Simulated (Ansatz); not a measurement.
# GeH6CI3N (CH3NH3GeI3): band gap by G0W0 on PBEsol, part 3 of 3

Aim: the quasiparticle gap of GeH6CI3N (CH3NH3GeI3), starting from PBEsol.

Ansatz 0.2.0; PBEsol, then G0W0 on it, plane waves, PAW. Known limits of the many-body steps: finite bands, screening cutoff and k mesh; no spin-orbit coupling in G0W0.

So far. Step 2 (The PBEsol band structure): Over mesh and path the gap is 0.852 eV, from k = (0.500, 0.500, 0.500) to k = (0.500, 0.500, 0.450). The least direct gap found is 0.880 eV, at k = (0.500, 0.500, 0.500). On the 4×4×4 mesh alone the same run gives 0.880 eV, so that mesh misses an edge of PBEsol: 0.880 − 0.852 = +0.028 eV. Step 3 (The quasiparticle correction): Over 15 of 36 irreducible mesh points the G0W0 gap is 1.314 eV, direct, at k = (-0.500, -0.500, -0.500).

The structure was built from a prototype and need not be the compound's stable phase.

In doubt: masses and optical values from hybrid runs of this build are listed as unsure (in some of the runs), which bears on the screening that GW takes from such a start.

## Step 4: Spin-orbit coupling

This run has two-component orbitals with spin-orbit coupling.

This step: DFT, PBEsol with spin-orbit coupling, plane waves, PAW.

The input, input.yaml:

```yaml
crystal:
  lattice:
    - [5.8668316077, 0.2883030652, 0.0662740025]
    - [0.2883030652, 5.9385653728, 0.0962838686]
    - [0.0662740025, 0.0962838686, 5.8672506988]
  atoms:
    - { symbol: C, position: [0.9269170889, 0.9146527793, 0.9831184323] }
    - { symbol: "N", position: [0.0781424511, 0.0960660543, 0.0098946862] }
    - { symbol: H, position: [1.0335207602, 0.7540610316, 0.9619979637] }
    - { symbol: H, position: [0.1842379779, 1.1124707428, 0.8664981039] }
    - { symbol: H, position: [0.8220526717, -0.0454106832, 0.8317094623] }
    - { symbol: H, position: [-0.0165304885, 0.2508014888, 0.0333257572] }
    - { symbol: H, position: [0.8162231621, -0.0956235813, 0.1358389744] }
    - { symbol: H, position: [0.1835625679, 1.0652022878, 0.1509816534] }
    - { symbol: Ge, position: [0.518353722, 0.5167532441, 0.5316610556] }
    - { symbol: I, position: [0.5133267614, 0.4709631545, 0.0010423275] }
    - { symbol: I, position: [0.4460134129, -0.0165903174, 0.5018875215] }
    - { symbol: I, position: [-0.0156379097, 0.475868373, 0.4917495274] }
kpoints:
  mp_grid: { grid: [4, 4, 4] }
  band_path:
    path:
      - [0.0, 0.0, 0.0]
      - [0.5, 0.0, 0.0]
      - [0.5, 0.5, 0.0]
      - [0.5, 0.5, 0.5]
      - [0.5, 0.5, 0.45]
    npoints: 1
hamiltonian:
  xc: pbesol
scf:
  occupations: { method: fermi_dirac, width: 0.02 }
  n_extra_bands: 16
magnetization:
  noncollinear: true
  spin_orbit: true
output:
  eigenvalues: true
```

Launch:

```console
ansatz run input.yaml --threads 3 --pin off --max-ram 92160MiB --backend cuda --events-out ev --progress --plain --runs-dir out --devices 1 --max-vram 13GiB  # rebuilt from the run's record
```

Numbers of over 12 decimals in the logs are rounded to 6 here.

Output:

```text
[...]
GPUs: using 1 of 1 available (devices: 1).
[...]
non-collinear run that drives no moment, with spin-orbit: no starting moment large enough to seed its density (crystal.atoms[].spin), no starting occupations that ask for one, no magnetisation constraint and no magnetic field, so the semilocal B_xc is pinned to zero
[...]
GPU FFT provider: cuFFT
GPU libraries: cuBLAS 13.8.2, cuFFT 12.4.0, cuSOLVER 12.3.4
Crystal: 12 atoms, lattice volume = 203.854 Å³
Basis set: ecut = 420 eV, 3979 PW (Γ)
Bands: 96, of which v1, the nominal top of the filled ones, is band 80 counted from 1 (79 counted from 0)
Symmetry: 1 space group operations + 1 with time reversal
[...]
k-points: 36 of 64 (time reversal used)
Projection manifold: j_resolved (fully-relativistic pseudo-atomic orbitals)
[...]
GPU buffer pool allocated for 64000 grid points (all kernels)
[...]
SCF iter   1: F=—  HF=-27285.442094 eV  |F-HF|=—  |Δ(HF+E_count)|=         —  Δρ=6.59e-2  dr2=9.57e0  dr2_m=0.00e0 (ungated)  ethr=3.10e-3  |M|=0.00e0 ∫|m|=0.00e0 μB  |m|>n=0.0e0 m-floor=0.0e0 τ_xc=0.0e0  β_m=0.30  ⟨swp⟩=9.2  Hψ=18347  notcnv=0  defer=97
[...]
spin=Noncollinear: Resta preconditioning applied to the charge; magnetization (m_x, m_y, m_z) channels mix plain (no charge-response kernel on spin).
SCF iter   2: F=—  HF=-27283.544209 eV  |F-HF|=—  |Δ(HF+E_count)|=    1.90e0  Δρ=4.31e-2  dr2=3.71e0  dr2_m=0.00e0 (ungated)  ethr=3.10e-3  |M|=0.00e0 ∫|m|=0.00e0 μB  |m|>n=0.0e0 m-floor=0.0e0 τ_xc=0.0e0  β_m=0.54  ⟨swp⟩=3.0  Hψ=5756  notcnv=0  defer=378
[...]
SCF iter  10: F=-27282.360085 eV  HF=-27282.360085 eV  |F-HF|=3.97e-8  |Δ(HF+E_count)|=   3.70e-7  Δρ=3.66e-6  dr2=3.97e-8  dr2_m=0.00e0 (ungated)  ethr=1.25e-10  |M|=0.00e0 ∫|m|=0.00e0 μB  |m|>n=0.0e0 m-floor=0.0e0 τ_xc=0.0e0  ⟨swp⟩=15.9  Hψ=17991  notcnv=0
SCF 1 converged in 10 iterations: F = -27282.360085 eV  dr2 = 3.97e-8
[...]
SCF converged after 10 iterations
Magnetization: |M| = 0.0000 μB,  M = (+0.0000, +0.0000, +0.0000) μB
Absolute magnetization: 0.0000 μB (∫|m|)
  site 0: m = (+0.0000, +0.0000, +0.0000) μB, |m| = 0.0000 μB  (R = 0.45 Å)
  site 1: m = (+0.0000, +0.0000, +0.0000) μB, |m| = 0.0000 μB  (R = 0.43 Å)
  site 2: m = (+0.0000, +0.0000, +0.0000) μB, |m| = 0.0000 μB  (R = 0.45 Å)
  site 3: m = (+0.0000, +0.0000, +0.0000) μB, |m| = 0.0000 μB  (R = 0.43 Å)
  site 4: m = (+0.0000, +0.0000, +0.0000) μB, |m| = 0.0000 μB  (R = 0.45 Å)
  site 5: m = (+0.0000, +0.0000, +0.0000) μB, |m| = 0.0000 μB  (R = 0.43 Å)
  site 6: m = (+0.0000, +0.0000, +0.0000) μB, |m| = 0.0000 μB  (R = 0.45 Å)
  site 7: m = (+0.0000, +0.0000, +0.0000) μB, |m| = 0.0000 μB  (R = 0.43 Å)
  site 8: m = (+0.0000, +0.0000, +0.0000) μB, |m| = 0.0000 μB  (R = 1.13 Å)
  site 9: m = (+0.0000, +0.0000, +0.0000) μB, |m| = 0.0000 μB  (R = 1.14 Å)
  site 10: m = (+0.0000, +0.0000, +0.0000) μB, |m| = 0.0000 μB  (R = 1.07 Å)
  site 11: m = (+0.0000, +0.0000, +0.0000) μB, |m| = 0.0000 μB  (R = 1.13 Å)
Free energy (F): -27282.360085 eV
[...]
Internal energy: -27282.360085 eV  (E = F + TS)
E sigma→0 (E₀):  -27282.360085 eV
Fermi energy:    5.425303 eV
[...]
--- Band table (eV; the first three rows and the last of 36) ---
  k-point 0: bands = [... 76 lower, 3.5987, 3.5987, 3.8241, 3.8241, 7.9445, 7.9445, 8.3985, 8.3985, ... 12 higher]
  k-point 1: bands = [... 76 lower, 3.4473, 3.5533, 3.7585, 3.7680, 8.0425, 8.1392, 8.3586, 8.3884, ... 12 higher]
  k-point 2: bands = [... 76 lower, 3.6460, 3.6460, 3.9492, 3.9492, 6.5204, 6.5204, 8.3870, 8.3870, ... 12 higher]
  k-point 35: bands = [... 76 lower, 4.1496, 4.1496, 5.0432, 5.0432, 5.8074, 5.8074, 5.9458, 5.9458, ... 12 higher]
```

Elapsed: 17 s, on 1 × NVIDIA H100 80GB HBM3 (shared by 6 runs) with 3 threads of AMD EPYC 7R13 (Zen 3), shared host; peak memory 1.1 GiB; 24 s of CPU time.

This step gave:

- gap: 0.7102 eV
- valence top at: R
- conduction bottom at: k = (0.500, 0.500, 0.450)
- least direct gap: 0.7567 eV

Over mesh and listed points the gap is 0.710 eV, from k = (0.500, 0.500, 0.500) to k = (0.500, 0.500, 0.450). The least direct gap found is 0.757 eV, at k = (0.500, 0.500, 0.450). On the 4×4×4 mesh alone the same run gives 0.764 eV, so that mesh misses an edge of PBEsol+SOC: 0.764 − 0.710 = +0.054 eV. PBEsol+SOC against PBEsol: 0.710 − 0.852 = −0.142 eV, with the same mesh, set of files (read in its fully relativistic form for the spin-orbit run) and cutoff, and both edges at the same k points. The spin-orbit run sees mesh and listed points alone, so its gap is an upper bound: the coupling can move an edge off these points, the more so as this crystal has no centre of inversion, and the change over the zone, its sign included where it is small, is not known.

## Step 5: Side by side

Each gap is the least one over the points named; times are wall times on shared hosts, not benchmarks. A G0W0 time includes the run's own self-consistent start. Runs with listed points see these and the mesh alone, so an edge that moves elsewhere is missed. Rows marked * are further runs, not shown as steps, whose inputs differ from the G0W0 step on the same start in the columns given; solver thresholds can differ too. Symmetry makes (0.500, 0.500, 0.500) and (-0.500, -0.500, -0.500) one point.

```
       level   mesh       files, cutoff  bands summed, screening                            points  gap (eV)               valence top         conduction bottom  least direct gap (eV)     time
      PBEsol  4×4×4  soft_2 PAW, 420 eV                        -                     mesh and path     0.852     (0.500, 0.500, 0.500)     (0.500, 0.500, 0.450)                  0.880    7.9 s
  PBEsol+SOC  4×4×4  soft_2 PAW, 420 eV                        -            mesh and listed points     0.710     (0.500, 0.500, 0.500)     (0.500, 0.500, 0.450)                  0.757     17 s
G0W0@PBEsol*  4×4×4  soft_2 PAW, 420 eV               255, 60 eV  15 of 36 irreducible mesh points     1.143  (-0.500, -0.500, -0.500)  (-0.500, -0.500, -0.500)                  1.143     75 s
 G0W0@PBEsol  4×4×4  soft_2 PAW, 420 eV              890, 150 eV  15 of 36 irreducible mesh points     1.314  (-0.500, -0.500, -0.500)  (-0.500, -0.500, -0.500)                  1.314  6.7 min
```

## Step 6: Summary of results

| Quantity | Value |
| --- | --- |
| PBEsol gap over mesh and path | 0.852 eV, from k = (0.500, 0.500, 0.500) to k = (0.500, 0.500, 0.450) |
| G0W0@PBEsol gap over 15 of 36 irreducible mesh points | 1.314 eV, direct, at k = (-0.500, -0.500, -0.500) |
| PBEsol+SOC gap over mesh and listed points | 0.710 eV |
| GW settings | 4×4×4 mesh, 850 empty bands, screening to 150 eV |
| known limits | finite bands, screening cutoff and k mesh; no spin-orbit coupling in G0W0 |

**Reading.** Over 15 of 36 irreducible mesh points the G0W0 gap is 1.314 eV, direct, at k = (-0.500, -0.500, -0.500). The PBEsol gap of this run on the mesh is 0.880 eV. The two states that bound the G0W0 gap lie that far apart at the start, so the correction of the gap is 1.314 − 0.880 = +0.434 eV. The valence state moves by 4.564 − 4.934 = −0.370 eV and the conduction state by 5.878 − 5.814 = +0.064 eV, on the run's own scale; with 255 bands the edge states move by +0.143 and +0.406 eV, so the split between the edges depends on the bands and cutoff. Over mesh and path, PBEsol puts the conduction bottom at k = (0.500, 0.500, 0.450), where no G0W0 correction was computed. The G0W0 gap over the whole zone is therefore not known from this run; at its settings it can only be equal to or under the 1.314 eV found, and no correction is carried over from another point. For the start itself the gap is 0.852 eV over mesh and path and 0.880 eV on the mesh of the G0W0 run. From 255 bands and 60 eV to 890 bands and 150 eV the gap moves by 1.314 − 1.143 = +0.171 eV; bands and screening cutoff rise together, so their parts are not told apart. Two runs can't test a law of convergence, so the limit is not known. G0W0 on other starts in this series, not shown as steps and not all at these settings: 1.493 eV on HSE06 (4×4×4, soft_2 PAW, 435 bands, 90 eV). PBEsol+SOC against PBEsol: 0.710 − 0.852 = −0.142 eV, with the same mesh, set of files (read in its fully relativistic form for the spin-orbit run) and cutoff, and both edges at the same k points. The spin-orbit run sees mesh and listed points alone, so its gap is an upper bound: the coupling can move an edge off these points, the more so as this crystal has no centre of inversion, and the change over the zone, its sign included where it is small, is not known. What spin-orbit coupling does to the G0W0 levels was not computed, so no sum with the G0W0 gap is formed. The G0W0 runs are scalar-relativistic. No pair of G0W0 runs that differ in the mesh alone is shown (4×4×4 is a supercell whose nearest images lie 23 Å apart), so the error from the mesh is not known here. G0W0 is shown with one set of atomic data (soft_2 PAW), so the error from the files is not known here.

[Paths, hosts, dates, memory and timing lines, banners, echoed tables and standing remarks are left out of the program output.]

[Logs are printed without paths, hosts, clocks, repeated set-up lines and the standing remarks that a program may print on its own settings, such as how far it seeks lower states.]

[Runs of the session that timed out or met a known fault of the program may be left out.]

[Cells called generated may have been cut or substituted from an entry of the Crystallography Open Database or the Materials Project.]

[Hosts, paths, dates, database ids (printed as entryN), source tags and the programs' standing remarks are cut or masked in the printed files.]

[Where an RPA ε∞ is given, it is that of the G0W0 mesh and is not shown converged in it. Names of k-points follow the symmetry that the program found, which can be lower than the space group named. Band edges on a path are those of the sampled points; other points can move an edge, and change direct to indirect where valleys lie close.]

[Hybrid gaps are those of their k-mesh and are not shown converged in it.]
